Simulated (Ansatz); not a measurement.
# GaSb (F-43m): a band-gap study from r2SCAN to G0W0 at the band limit

The study climbs from cheap functionals to G0W0 on GaSb (F-43m) and then asks what each convergence step is worth.

Program: Ansatz 0.2.0. Level of theory: density functionals, hybrids, G0W0, plane waves, PAW. Results are calculated unless marked as measured.

This is a report of a sequence of runs, with most program output left out.

The database entry behind the starting cell differs from later determinations by our own check (about 0.4 % long), so it need not match the best structure at ambient conditions.

In doubt: masses and optical values from hybrid runs of this build are listed as unsure (step 9), which bears on the screening that GW takes from such a start.

### Step 1. Set-up

The structure is cubic, space group F-43m (No. 216). The conventional cell has a = 6.118 Å, b = 6.118 Å, c = 6.118 Å, α = 90.00°, β = 90.00°, γ = 90.00°. Ga has 4 Sb at 2.65 Å nearest. Nearest to Sb lie 4 Ga at 2.65 Å. Farther neighbours are not listed.

The cell and positions come from the Crystallography Open Database and are kept as given unless a step says otherwise. Spin-orbit coupling is left out unless a step names it.

### Step 2. r2SCAN bands

Levels along a band path, at the cheap level, show where the edges lie and whether the meshes to come will hold them.

This step: DFT, r2SCAN, plane waves, PAW; PAW set soft_1.

input.yaml

```yaml
crystal:
  lattice:
    - [0.0, 3.059, 3.059]
    - [3.059, 0.0, 3.059]
    - [3.059, 3.059, 0.0]
  atoms:
    - { symbol: Ga, position: [0.0, 0.0, 0.0] }
    - { symbol: Sb, position: [0.25, 0.25, 0.25] }
kpoints:
  mp_grid: { grid: [6, 6, 6] }
  band_path:
    path:
      - [[0.0, 0.0, 0.0], [-0.5, -0.5, 0.0], [-0.375, -0.375, 0.25]]
      - [[-0.375, 0.0, 0.375], [0.0, 0.0, 0.0], [0.0, 0.0, 0.5], [-0.5, -0.25, 0.25], [-0.5, -0.5, 0.0]]
    npoints: 10
hamiltonian:
  xc: r2scan
  pseudopotentials: { kind: paw, azcp: { folder: soft_1 } }
scf:
  occupations: { method: fermi_dirac, width: 0.02 }
  n_extra_bands: 4
output:
  eigenvalues: true
  write_density: true
  write_potential: true
  elf: true
  volumetric_format: npy
```

Command:

```console
> ansatz run input.yaml --threads 3 --pin off --max-ram 92160MiB --backend cuda --events-out ev --progress --plain --runs-dir out --devices 1 --max-vram 13GiB
```

The job ended after 8.2 s (1 × NVIDIA H100 80GB HBM3 (shared by 6 runs) with 3 threads of AMD EPYC 7R13 (Zen 3), shared host; peak memory 0.96 GiB; 4.2 s of CPU time).

Numbers from this step:

```yaml
filled_bands: 14
gap: 0.4709 eV
valence_top_at: Γ
conduction_bottom_at: Γ
least_direct_gap: 0.4709 eV
```

The gap is direct, at Γ.

Electronic bands along the path, in eV, zero at the top of the highest nominally filled band:

```
    point  band 11  band 12  band 13  band 14  band 15  band 16  band 17  band 18
        Γ   -11.93     0.00     0.00     0.00     0.47     2.99     2.99     2.99
  halfway   -11.04    -4.10    -1.74    -1.74     1.47     3.05     5.89     5.89
        X    -9.32    -7.03    -2.69    -2.69     1.13     1.49     9.31     9.31
  halfway    -9.31    -6.99    -3.16    -2.59     1.37     2.26     8.40     8.58
        U    -9.39    -6.84    -3.74    -2.29     1.65     4.21     7.12     7.28
jump to K    -9.39    -6.84    -3.74    -2.29     1.65     4.21     7.12     7.28
  halfway   -10.96    -4.54    -2.46    -0.74     2.24     4.07     4.30     5.22
        Γ   -11.93     0.00     0.00     0.00     0.47     2.99     2.99     2.99
  halfway   -11.27    -4.09    -0.73    -0.73     1.11     3.91     3.91     5.66
        L   -10.20    -6.57    -1.21    -1.21     0.70     4.03     4.03     6.93
  halfway    -9.83    -6.54    -3.19    -1.97     2.60     3.73     5.77     6.90
        W    -9.27    -6.89    -3.47    -3.25     4.03     4.63     4.83     5.12
  halfway    -9.30    -6.96    -3.12    -3.00     2.18     2.47     7.45     7.53
        X    -9.32    -7.03    -2.69    -2.69     1.13     1.49     9.31     9.31
```

ELF in the ac plane of a cell with a along [110], b along [-110] and c along [001] of the cube at fractional y = 0.000, with atoms of Ga and Sb within 0.2 Å of it. It is the smooth field of the valence electrons, not physical close to the nuclei.

Ten even steps from '_' (0.01) to '@' (0.67), each cell a mean:
```
__..==%%@@####%%@@**::____..==%%@@####%%@@**::__
::--##@@##++++**@@@@++::::--##@@##++++**@@@@++::
==**@@%%==::..--**@@%%====**@@%%==::..--**@@%%==
==##@@**::____..==%%%%++==##@@**::____..==%%%%++
::++##**--____::++##**--::++##**--____::++##**--
__::****++----==****==..__::****++----==****==..
__..--************++::____..--************++::__
____..--**####**++::________..--**####**++::____
______..::--==--..____________..::--==--..______
________________________________________________
..____________________....____________________..
--::..____________..::::--::..____________..::::
====--..________..::--======--..________..::--==
------::..______::------------::..______::------
..::------::::::------....::------::::::------..
....--++**********==::__....--++**********==::__
```
Columns run along a (8.7 Å), rows up along c (6.1 Å), edges of the conventional cell, whose origin can differ from the input's. Atoms in or near the plane, at fractional coordinates: Ga at (0.50, 0.00), Ga at (0.00, 0.00), Sb at (0.75, 0.75), Sb at (0.25, 0.75).

Valence density in the ac plane of a cell with a along [110], b along [-110] and c along [001] of the cube at fractional y = 0.000, with atoms of Ga and Sb within 0.2 Å of it. It is the smooth field of the valence electrons, not physical close to the nuclei.

Values in e/Å³, 9 rows by 16 columns, each cell a mean:
```
 9  1  0  0  0  0  1  5  9  1  0  0  0  0  1  5
 0  0  1  5  7  1  0  0  0  0  1  5  7  1  0  0
 0  0  1  7  9  2  0  0  0  0  1  7  9  2  0  0
 0  0  0  1  1  0  0  0  0  0  0  1  1  0  0  0
 0  0  0  0  0  0  0  0  0  0  0  0  0  0  0  0
 0  0  0  0  0  0  0  0  0  0  0  0  0  0  0  0
 0  0  0  0  0  0  0  0  0  0  0  0  0  0  0  0
 0  0  0  0  0  0  0  0  0  0  0  0  0  0  0  0
17  1  0  0  0  0  0 10 17  1  0  0  0  0  0 10
```
Columns run along a (8.7 Å), rows up along c (6.1 Å), edges of the conventional cell, whose origin can differ from the input's. Atoms in or near the plane, at fractional coordinates: Ga at (0.50, 0.00), Ga at (0.00, 0.00), Sb at (0.75, 0.75), Sb at (0.25, 0.75).

### Step 3. r2SCAN+SOC

Spin-orbit coupling can split or shift the edges; a non-collinear run measures by how much.

This step: DFT, r2SCAN with spin-orbit coupling, plane waves, PAW; PAW set soft_1.

input.yaml

```yaml
crystal:
  lattice:
    - [0.0, 3.059, 3.059]
    - [3.059, 0.0, 3.059]
    - [3.059, 3.059, 0.0]
  atoms:
    - { symbol: Ga, position: [0.0, 0.0, 0.0] }
    - { symbol: Sb, position: [0.25, 0.25, 0.25] }
kpoints:
  mp_grid: { grid: [6, 6, 6] }
  band_path:
    path:
      - [0.0, 0.0, 0.0]
      - [-0.5, -0.5, 0.0]
      - [-0.375, -0.375, 0.25]
      - [-0.375, 0.0, 0.375]
      - [0.0, 0.0, 0.5]
      - [-0.5, -0.25, 0.25]
    npoints: 1
hamiltonian:
  xc: r2scan
  pseudopotentials: { kind: paw_fr, azcp: { folder: soft_1 } }
scf:
  occupations: { method: fermi_dirac, width: 0.02 }
  n_extra_bands: 8
magnetization:
  noncollinear: true
  spin_orbit: true
output:
  eigenvalues: true
```

The job ended after 8.1 s (1 × NVIDIA H100 80GB HBM3 (shared by 6 runs) with 3 threads; peak memory 1 GiB; 7.4 s of CPU time).

This step gave:

```yaml
gap: 0.2568 eV
valence_top_at: Γ
conduction_bottom_at: Γ
least_direct_gap: 0.2568 eV
```

The gap stands −0.21 eV against r2SCAN.

### Step 4. HSE06

HSE06 mixes in a quarter of exact exchange at short range. Exchange couples all pairs of k points, which makes a full band path dear, so levels are read on the mesh and at chosen points.

This step: DFT, HSE06, plane waves, PAW; PAW set soft_1.

input.yaml

```yaml
crystal:
  lattice:
    - [0.0, 3.059, 3.059]
    - [3.059, 0.0, 3.059]
    - [3.059, 3.059, 0.0]
  atoms:
    - { symbol: Ga, position: [0.0, 0.0, 0.0] }
    - { symbol: Sb, position: [0.25, 0.25, 0.25] }
kpoints:
  mp_grid: { grid: [4, 4, 4] }
  band_path:
    path:
      - [0.0, 0.0, 0.0]
      - [-0.5, -0.5, 0.0]
      - [-0.375, -0.375, 0.25]
      - [-0.375, 0.0, 0.375]
      - [0.0, 0.0, 0.5]
      - [-0.5, -0.25, 0.25]
    npoints: 1
hamiltonian:
  xc: hse06
  pseudopotentials: { kind: paw, azcp: { folder: soft_1 } }
scf:
  occupations: { method: fixed }
  n_extra_bands: 4
output:
  eigenvalues: true
  write_density: true
  write_potential: true
  elf: true
  volumetric_format: npy
```

Elapsed: 18 s, on 1 × NVIDIA H100 80GB HBM3 (shared by 6 runs) with 3 threads; peak memory 1.1 GiB.

This step gave:

* gap: 0.8848 eV
* valence top at: Γ
* conduction bottom at: Γ
* least direct gap: 0.8848 eV

The gap stands +0.41 eV against r2SCAN.

### Step 5. HSE06+SOC

This step: DFT, HSE06 with spin-orbit coupling, plane waves, PAW; PAW set soft_1.

input.yaml: that of step 4 with these lines changed.

```diff
@@ -21,6 +21,9 @@
   xc: hse06
-  pseudopotentials: { kind: paw, azcp: { folder: soft_1 } }
+  pseudopotentials: { kind: paw_fr, azcp: { folder: soft_1 } }
 scf:
-  occupations: { method: fixed }
-  n_extra_bands: 4
+  occupations: { method: fermi_dirac, width: 0.02 }
+  n_extra_bands: 8
+magnetization:
+  noncollinear: true
+  spin_orbit: true
 output:
```

Wall time 30 s (1 × NVIDIA H100 80GB HBM3 (shared by 6 runs) with 3 threads); peak memory 1.4 GiB; 37 s of CPU time.

This step gave:

| Quantity | Value |
| --- | --- |
| gap | 0.6448 eV |
| valence top at | Γ |
| conduction bottom at | Γ |
| least direct gap | 0.6448 eV |

The gap stands −0.24 eV against HSE06.

### Step 6. G0W0, 8×8×8 mesh, 238 empty bands, screening to 150 eV, hard PAW files

Now the one-shot GW correction: screening in the RPA, then the self-energy of the levels asked for. This step takes hard PAW files.

This step: G0W0 on r2SCAN, plane waves, PAW.

input.yaml

```yaml
crystal:
  lattice:
    - [0.0, 3.059, 3.059]
    - [3.059, 0.0, 3.059]
    - [3.059, 3.059, 0.0]
  atoms:
    - { symbol: Ga, position: [0.0, 0.0, 0.0] }
    - { symbol: Sb, position: [0.25, 0.25, 0.25] }
kpoints:
  mp_grid: { grid: [8, 8, 8] }
hamiltonian:
  xc: r2scan
  pseudopotentials: { kind: paw, source: ansatz }
scf:
  occupations: { method: fixed }
gw:
  n_empty_bands: 238
  ecut_chi: 150
  qp_bands: [v2, c2]
  qp_kpoints: band_edges
  screening: { model: contour_deformation }
```

Elapsed: 2.4 min, on 1 × NVIDIA H100 80GB HBM3 (shared by 6 runs) with 3 threads; peak memory 3.5 GiB.

Numbers from this step:

```
bands summed                                 : 259
RPA ε∞ on this mesh (eigenvalues)            : 32.08, 32.08, 32.08
plane waves in the screening matrix          : 259
G0W0 gap on the mesh                         : 0.8672 eV
k of the valence top                         : 0, 0, 0
k of the conduction bottom                   : 0, 0, 0
starting gap on the mesh                     : 0.4710 eV
least direct G0W0 gap on the computed points : 0.8672 eV
```

The gap on the mesh goes from 0.47 eV to 0.87 eV, a correction of +0.40 eV. Between the two edge states, bare exchange in place of the xc potential would open the gap by 4.51 eV, and correlation takes back 4.11 eV.

### Step 7. G0W0, 8×8×8 mesh, 513 empty bands, screening to 250 eV, hard PAW files

Bands and screening cutoff are moved together, since each hides the error of the other.

input.yaml: that of step 6 with these lines changed.

```diff
@@ -16,4 +16,4 @@
 gw:
-  n_empty_bands: 238
-  ecut_chi: 150
+  n_empty_bands: 513
+  ecut_chi: 250
   qp_bands: [v2, c2]
```

Run time: 5.8 min. Hardware: 1 × NVIDIA H100 80GB HBM3 (shared by 6 runs) with 3 threads; peak memory 5.7 GiB.

Numbers from this step:

```yaml
bands_summed: 534
rpa_eps_infinity_on_this_mesh_eigenvalues: 32.08, 32.08, 32.08
plane_waves_in_the_screening_matrix: 531
q_points_in_the_mesh: 512
g0w0_gap_on_the_mesh: 0.7863 eV
k_of_the_valence_top: 0, 0, 0
k_of_the_conduction_bottom: 0, 0, 0
starting_gap_on_the_mesh: 0.4710 eV
z_at_the_valence_top: 0.7609
z_at_the_conduction_bottom: 0.7674
least_direct_g0w0_gap_on_the_computed_points: 0.7863 eV
```

Against the run with 8×8×8 mesh, 238 empty bands, screening to 150 eV, hard PAW files, the gap moves by −0.08 eV.

Limits: finite bands, cutoff and mesh; mesh may overstate the screening; no spin-orbit coupling. v1 is the top filled band, c1 the lowest empty one. The levels before and after the correction (eV, zero at the valence-band top of each column):

```
           conduction bottom  valence top
Kohn-Sham               0.47         0.00
     G0W0               0.79         0.00
```

```
             level  occupation  energy (eV)
Kohn-Sham  Γ v2-v1           2        0.000
Kohn-Sham     Γ c1           0        0.471
Kohn-Sham     Γ c2           0        2.996
     G0W0  Γ v2-v1           2        0.000
     G0W0     Γ c1           0        0.786
     G0W0     Γ c2           0        3.362
```

How the two edges are built up, in eV (the quasiparticle level is the starting level plus Σx plus Σc less Vxc):

```
      run               edge  start      Σx     Σc     Vxc     Z    QP
259 bands        valence top   9.00  -15.26   0.51  -14.42  0.76  8.66
259 bands  conduction bottom   9.47  -12.21  -3.60  -15.88  0.77  9.53
534 bands        valence top   9.00  -15.26   0.45  -14.42  0.76  8.60
534 bands  conduction bottom   9.47  -12.21  -3.75  -15.88  0.77  9.38
```

### Step 8. G0W0@r2SCAN, 10×10×10 mesh, 238 empty bands, screening to 150 eV, hard PAW files

Only the mesh changes. It samples the long-range screening, which converges on its own terms. Bands and cutoff differ from the step before, so it is read against an earlier run that matches them.

input.yaml: that of step 7 with these lines changed.

```diff
@@ -9,3 +9,3 @@
 kpoints:
-  mp_grid: { grid: [8, 8, 8] }
+  mp_grid: { grid: [10, 10, 10] }
 hamiltonian:
@@ -16,4 +16,4 @@
 gw:
-  n_empty_bands: 513
-  ecut_chi: 250
+  n_empty_bands: 238
+  ecut_chi: 150
   qp_bands: [v2, c2]
```

Elapsed: 7.2 min, on 1 × NVIDIA H100 80GB HBM3 (shared by 6 runs) with 3 threads; peak memory 4.5 GiB; 13 min of CPU time.

This step gave:

```
bands summed                                 : 259
RPA ε∞ on this mesh (eigenvalues)            : 22.90, 22.90, 22.90
plane waves in the screening matrix          : 259
G0W0 gap on the mesh                         : 0.8770 eV
k of the valence top                         : 0, 0, 0
k of the conduction bottom                   : 0, 0, 0
starting gap on the mesh                     : 0.4711 eV
least direct G0W0 gap on the computed points : 0.8770 eV
```

Against the run with 8×8×8 mesh, 238 empty bands, screening to 150 eV, hard PAW files, the gap moves by +0.010 eV.

### Step 9. G0W0@HSE06, 8×8×8 mesh, 513 empty bands, screening to 250 eV, hard PAW files

The same correction from a different start measures what one shot leaves open. Bands and cutoff differ from the step before, so it is read against an earlier run that matches them.

This step: G0W0 on HSE06, plane waves, PAW.

input.yaml, the sections that differ from step 8:

```yaml
kpoints:
  mp_grid: { grid: [8, 8, 8] }
hamiltonian:
  xc: hse06
  pseudopotentials: { kind: paw, source: ansatz }
gw:
  n_empty_bands: 513
  ecut_chi: 250
  qp_bands: [v2, c2]
  qp_kpoints: band_edges
  screening: { model: contour_deformation }
# crystal, scf: as in step 8
```

It took 14 min on 1 × NVIDIA H100 80GB HBM3 (shared by 6 runs) with 3 threads; peak memory 16 GiB.

This step gave:

* bands summed: 534
* RPA ε∞ on this mesh (eigenvalues): 16.05, 16.05, 16.05
* plane waves in the screening matrix: 531
* G0W0 gap on the mesh: 0.9639 eV
* k of the valence top: 0, 0, 0
* k of the conduction bottom: 0, 0, 0
* starting gap on the mesh: 0.8236 eV
* least direct G0W0 gap on the computed points: 0.9639 eV

Against the run with 8×8×8 mesh, 513 empty bands, screening to 250 eV, hard PAW files on r2SCAN, the gap moves by +0.18 eV, while the start moved by +0.35 eV.

### Step 10. The ladder

Times are wall times on 1 × NVIDIA H100 80GB HBM3 (shared by 6 runs) with 3 threads of AMD EPYC 7R13 (Zen 3), shared host, good to a factor of about two. G0W0 rows are gaps on the mesh, lowered by the amount that the mesh misses the start's edges, a rough step that assumes the same correction there.

```
                                            level  gap (eV)  least direct gap (eV)     time
                                           r2SCAN      0.47                   0.47    8.2 s
                                       r2SCAN+SOC      0.26                   0.26    8.1 s
                                            HSE06      0.88                   0.88     18 s
                                        HSE06+SOC      0.64                   0.64     30 s
          G0W0@r2SCAN (238 empty bands, hard PAW)      0.87                      -  2.4 min
          G0W0@r2SCAN (513 empty bands, hard PAW)      0.79                      -  5.8 min
G0W0@r2SCAN (238 empty bands, 10×10×10, hard PAW)      0.88                      -  7.2 min
           G0W0@HSE06 (513 empty bands, hard PAW)      0.96                      -   14 min
```

### Step 11. Adding up the best estimate

```
                                                                   term      eV  running total (eV)
                                             G0W0 on the mesh, top rung   0.786               0.786
to the limit, by a line in one over the bands through the two top rungs  −0.076               0.710
                                   shift on 10×10×10 less that on 8×8×8  +0.010               0.720
                                         spin-orbit change, from r2SCAN  −0.214               0.506
```

Changes that are not added in, each against a run with equal bands and cutoff:

```
     change     eV
start HSE06  +0.18
```

### Step 12. Summary of results

| Quantity | Value |
| --- | --- |
| r2SCAN gap | 0.47 eV, direct |
| HSE06 | 0.88 eV |
| G0W0, top rung on the mesh | 0.79 eV |
| best estimate, G0W0@r2SCAN with spin-orbit change | 0.51 eV |
| GW settings of the top rung | 8×8×8 mesh, 513 empty bands, screening to 250 eV, hard PAW files |
| known limits | one-shot GW, static lattice; mesh may overstate the screening |

**Reading.** The best estimate for G0W0@r2SCAN is 0.51 eV, direct on the mesh, against 0.26 eV at the start (both with spin-orbit coupling). The limit rests on the two highest rungs, unchecked by another pair. Of the changes left open the largest, +0.18 eV, comes from starting at HSE06. Among the functionals HSE06 comes nearest: +0.16 eV from the estimate without its spin-orbit term (0.72 eV). All runs took 31 min, 97 % of it in G0W0. The RPA ε∞ on this mesh reaches over 25; with a narrow direct gap a coarse mesh can overstate it, and the correction is then too small.

[Paths, hosts, dates, memory and timing lines, banners, echoed tables and standing remarks are left out of the program output.]

[Logs are printed without paths, hosts, clocks, repeated set-up lines and the standing remarks that a program may print on its own settings, such as how far it seeks lower states.]

[Runs of the session that timed out or met a known fault of the program may be left out.]

[Cells called generated may have been cut or substituted from an entry of the Crystallography Open Database or the Materials Project.]

[Hosts, paths, dates, database ids (printed as entryN), source tags and the programs' standing remarks are cut or masked in the printed files.]
